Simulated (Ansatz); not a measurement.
# Si on Rh(100): change of the work function, part 5 of 5

How does Si on the top site change the work function of Rh(100) as the layer fills?

Ansatz 0.2.0; plane-wave DFT, r2SCAN, Ansatz PAW (the session's first sound run).

So far, work function, upper face (eV): step 2 (the clean slab, r2SCAN) 5.10; step 5 (the covered slab, k-mesh 11×11×1, coverage 1 ML, r2SCAN) 4.87; step 7 (the 0.25 ML cell at another level of theory, functional PBE) 4.68; step 8 (the 0.25 ML cell at another level of theory, functional RPBE) 4.60; step 9 (the 0.25 ML cell at another level of theory, functional PBEsol) 4.72.

## 12. A changed input

Level of this step: plane-wave DFT, r2SCAN, Ansatz PAW, but for the change named below (Ansatz).

System of this step: Rh(100). The cell holds 4 atoms: 4 Rh. Cell: a = 2.687 Å, b = 2.687 Å, c = 23.700 Å, α = 90.0°, β = 90.0°, γ = 90.0°. Vacuum lies along c.

Another changed input: it repeats the earlier run at 0 ML with hamiltonian.xc from r2scan to pbesol and crystal.symmetry to detect: false.

Input file input.yaml:

```yaml
crystal:
  lattice:
    - [2.6870057685, 0.0, 0.0]
    - [0.0, 2.6870057685, 0.0]
    - [0.0, 0.0, 23.7]
  atoms:
    - { symbol: Rh, position: [0.5, 0.5, 0.3797468354] }
    - { symbol: Rh, position: [0.0, 0.0, 0.4599156118] }
    - { symbol: Rh, position: [0.5, 0.5, 0.5400843882] }
    - { symbol: Rh, position: [0.0, 0.0, 0.6202531646] }
  symmetry: { detect: false }
kpoints:
  mp_grid: { grid: [11, 11, 1] }
hamiltonian:
  xc: pbesol
scf:
  occupations: { method: fermi_dirac, width: 0.1 }
  convergence: { dr2_threshold: 1.0e-08 }
efield:
  axis: 3
  dipole_correction: true
  ramp_position: 0.97
  ramp_width: 0.06
relax:
  f_tol: 0.02
  max_steps: 60
  constraints: [{ sites: [0, 1] }]
output:
  write_potential: true
  write_density: true
  volumetric_format: npy
```

Command:

```sh
ansatz run input.yaml --threads 4 --pin off --max-ram 12288MiB --backend cpu --events-out ev --progress --plain --runs-dir out
```

Numbers of over 12 decimals in the logs are rounded to 6 here.

What it wrote:

```text
the start keeps a symmetry that the run doesn't impose, so 2 atoms are moved at random by 1.00e-2 Å, to let the relaxation leave a saddle point. relax.escape_saddle: false keeps them in place
[...]
Crystal: 4 atoms, lattice volume = 171.114 Å³
Basis set: ecut = 420 eV, 3379 PW (Γ), exchange–correlation on 36×36×320 points (8 copies of the dense FFT grid, shifted against one another)
Bands: 41, of which v1, the nominal top of the filled ones, is band 34 counted from 1 (33 counted from 0)
Symmetry: 1 space group operations
k-points: 61 of 121 (time reversal used)
[...]
SCF iter   1: F=—  HF=-25352.448035 eV  |F-HF|=—  |Δ(HF+E_count)|=         —  Δρ=8.28e-3  dr2=2.59e-1  ethr=1.77e-3  p=-0.000 e·Å  D=-1.17e-4 V/Å  ΔV_dip=0.00 eV  dr2_dipole=1.20e-7  V_vac-E_F(+/−)=4.80/4.80 eV  ⟨swp⟩=8.8  Hψ=12194  notcnv=0
[...]
SCF iter  10: F=-25352.420267 eV  HF=-25352.420267 eV  |F-HF|=1.58e-8  |Δ(HF+E_count)|=   5.48e-8  Δρ=7.04e-7  dr2=1.09e-9  ethr=1.47e-11  p=-0.000 e·Å  D=-7.75e-6 V/Å  ΔV_dip=0.00 eV  dr2_dipole=1.95e-10  V_vac-E_F(+/−)=5.19/5.19 eV  ⟨swp⟩=10.0  Hψ=18090  notcnv=0
SCF 1 converged in 10 iterations: F = -25352.420267 eV  dr2 = 1.09e-9
[...]
relax step   1: F+E_penalty+E_count = -25352.42026727 eV  Δ(F+E_penalty+E_count) = +0.000e0 eV  max|allowed force component| = 7.425e-1 eV/Å  Δτ_max = 0.0000 Å  (10 SCF iters, accepted)
[...]
SCF iter   1: F=—  HF=-25352.515423 eV  |F-HF|=—  |Δ(HF+E_count)|=         —  Δρ=1.91e-2  dr2=3.56e0  ethr=3.10e-3  p=-0.000 e·Å  D=-7.98e-6 V/Å  ΔV_dip=0.00 eV  dr2_dipole=9.78e-1  V_vac-E_F(+/−)=5.14/5.14 eV  ⟨swp⟩=5.6  Hψ=7237  notcnv=0  defer=2
[...]
SCF iter  10: F=-25352.443108 eV  HF=-25352.443108 eV  |F-HF|=2.11e-8  |Δ(HF+E_count)|=   6.21e-8  Δρ=1.28e-6  dr2=6.76e-9  ethr=1.47e-11  p=-0.000 e·Å  D=-5.05e-4 V/Å  ΔV_dip=0.01 eV  dr2_dipole=1.39e-10  V_vac-E_F(+/−)=5.21/5.20 eV  ⟨swp⟩=10.3  Hψ=19045  notcnv=0
SCF 2 converged in 10 iterations: F = -25352.443108 eV  dr2 = 6.76e-9
[...]
relax step   2: F+E_penalty+E_count = -25352.44310830 eV  Δ(F+E_penalty+E_count) = -2.284e-2 eV  max|allowed force component| = 5.012e-1 eV/Å  Δτ_max = 0.1956 Å  (10 SCF iters, accepted)
[...]
SCF iter  10: F=-25352.460777 eV  HF=-25352.460777 eV  |F-HF|=1.00e-8  |Δ(HF+E_count)|=   1.21e-7  Δρ=5.88e-7  dr2=1.44e-9  ethr=7.55e-12  p=-0.000 e·Å  D=-2.11e-4 V/Å  ΔV_dip=0.01 eV  dr2_dipole=2.67e-11  V_vac-E_F(+/−)=5.20/5.20 eV  ⟨swp⟩=9.1  Hψ=17008  notcnv=0
SCF 3 converged in 10 iterations: F = -25352.460777 eV  dr2 = 1.44e-9
relax step   3: F+E_penalty+E_count = -25352.46077723 eV  Δ(F+E_penalty+E_count) = -1.767e-2 eV  max|allowed force component| = 1.637e-2 eV/Å  Δτ_max = 0.0772 Å  (10 SCF iters, accepted)
[...]
WARN: the relaxation ended near the 8 symmetry operations of its rattled start. A stable structure does so, and so can a saddle point along a move or strain that wasn't checked. `relax.random_displacement` or `relax.escape_saddle: true` tries the moves, and a distorted `crystal.lattice` a strain
SCF converged after 10 iterations
Free energy (F): -25352.460777 eV
[...]
Internal energy: -25352.225378 eV  (E = F + TS)
E sigma→0 (E₀):  -25352.343078 eV
Entropy (-TS):   -0.235399 eV (-58.850 meV/atom)
Fermi energy:    3.629223 eV
Dipole field:    D = -0.000219 V/Å  (p = -0.000207 e·Å, saw-weighted, corrected)
Work function:   Φ+ = 5.2049 eV   Φ− = 5.1997 eV
[...]
--- Forces (eV/Å), atoms counted from 1 ---
  atom   1  Rh     0.00000740    -0.00002926     0.68082213
  atom   2  Rh     0.00024014    -0.00046030    -0.70006615
  atom   3  Rh    -0.00096065     0.00054154     0.00287687
  atom   4  Rh     0.00071311    -0.00005235     0.01636668
  max |Σ_I F_I| component: 4.68e-7 eV/Å
--- Band table (eV; the first three rows and the last of 61) ---
  k-point 0: bands = [... 30 lower, 2.5818, 2.7195, 3.3674, 3.4655, 3.4655, 4.0863, 4.2930, 4.4185, ... 3 higher]
  k-point 1: bands = [... 30 lower, 2.7136, 2.9419, 2.9598, 2.9816, 3.7439, 3.7942, 3.8892, 4.1762, ... 3 higher]
  k-point 2: bands = [... 30 lower, 2.4655, 2.6783, 2.7283, 2.7300, 3.6189, 3.6483, 3.9668, 4.1680, ... 3 higher]
  k-point 60: bands = [... 30 lower, 2.6218, 2.8237, 3.6195, 3.7262, 3.9229, 3.9596, 5.6213, 5.7767, ... 3 higher]
--- Relaxed structure (3 steps of the walk, 3 accepted, 0 SCFs on fresh bases) ---
  F+E_penalty+E_count = -25352.46077723 eV   max|allowed force component| = 1.637e-2 eV/Å
  atoms:
    - { symbol: Rh, position: [0.500000, 0.500000, 0.3797468354] }
    - { symbol: Rh, position: [0.0, 0.0, 0.4599156118] }
    - { symbol: Rh, position: [0.500027, 0.499955, 0.539342] }
    - { symbol: Rh, position: [-3.2834518021817036e-5, -3.8067212227959416e-5, 0.615580] }
```

Elapsed: 38 s, on 4 threads of Arm Neoverse V1, shared host; peak memory 0.63 GiB; 2.5 min of CPU time.

Step by step:

```csv
step,energy less that of the first step (eV),largest force component (eV/Å)
1,0.0000,0.7425
2,-0.0228,0.5012
3,-0.0405,0.0164
```

The atoms that moved most (Å):

```csv
atom,dx,dy,dz,length
Rh4,0.000,0.000,-0.111,0.111
Rh3,0.000,0.000,-0.018,0.018
```

The relaxed structure:

```cif
data_structure
_symmetry_space_group_name_H-M 'P 1'
_symmetry_Int_Tables_number 1
_cell_length_a 2.6870
_cell_length_b 2.6870
_cell_length_c 23.7000
_cell_angle_alpha 90.000
_cell_angle_beta 90.000
_cell_angle_gamma 90.000
_cell_volume 171.11
loop_
_atom_site_label
_atom_site_type_symbol
_atom_site_fract_x
_atom_site_fract_y
_atom_site_fract_z
_atom_site_occupancy
Rh1 Rh 0.50000 0.50000 0.37975 1
Rh2 Rh 0.00000 0.00000 0.45992 1
Rh3 Rh 0.50003 0.49995 0.53934 1
Rh4 Rh 0.99997 0.99996 0.61558 1
```

Numbers from this step:

- energy at zero smearing: -25352.3431 eV
- work function, upper face: 5.205 eV
- dipole along the normal: -2.07e-4 e·Å

```csv
quantity,this run,earlier run,difference
"work function, upper face (eV)",5.205,5.100,0.10
dipole along the normal (e·Å),-2.07e-4,-2.25e-4,1.8e-5
```

What moves beyond 0.01 in its unit (for the dipole 0.5 % and 5e-5 e·Å): work function, upper face (+0.105 eV).

## 13. Outcome

```yaml
work_function_of_the_clean_face: 5.10 eV
work_function_at_0p25_ml: 4.77 eV
work_function_at_0p5_ml: 4.87 eV
work_function_at_1_ml: 4.87 eV
dipole_per_adsorbate_at_0p25_ml_positive_end_outwards: 0.24 D
```

**Reading.** Si lowers the work function of Rh(100) at the lowest coverage, by 0.33 eV: the adsorbate layer has its positive end outwards. The dipole per adsorbate falls from 0.24 to 0.04 D as the layer fills. Neighbouring dipoles depolarise each other, and heights and bonding change with coverage too. The slab has 4 layers, at the tabulated experimental lattice constant, one starting site was run, and quantum-size effects of a slab this thin can reach one or two tenths of an eV.

[Logs are printed without paths, hosts, clocks, repeated set-up lines and the standing remarks that a program may print on its own settings, such as how far it seeks lower states.]

[Hosts, paths, dates, database ids (printed as entryN), source tags and the programs' standing remarks are cut or masked in the printed files.]

[Maps of the electrostatic potential energy from Ansatz leave out the sawtooth potential of an applied field or a dipole correction, so their vacuum need not be flat; planar profiles and work functions include it.]
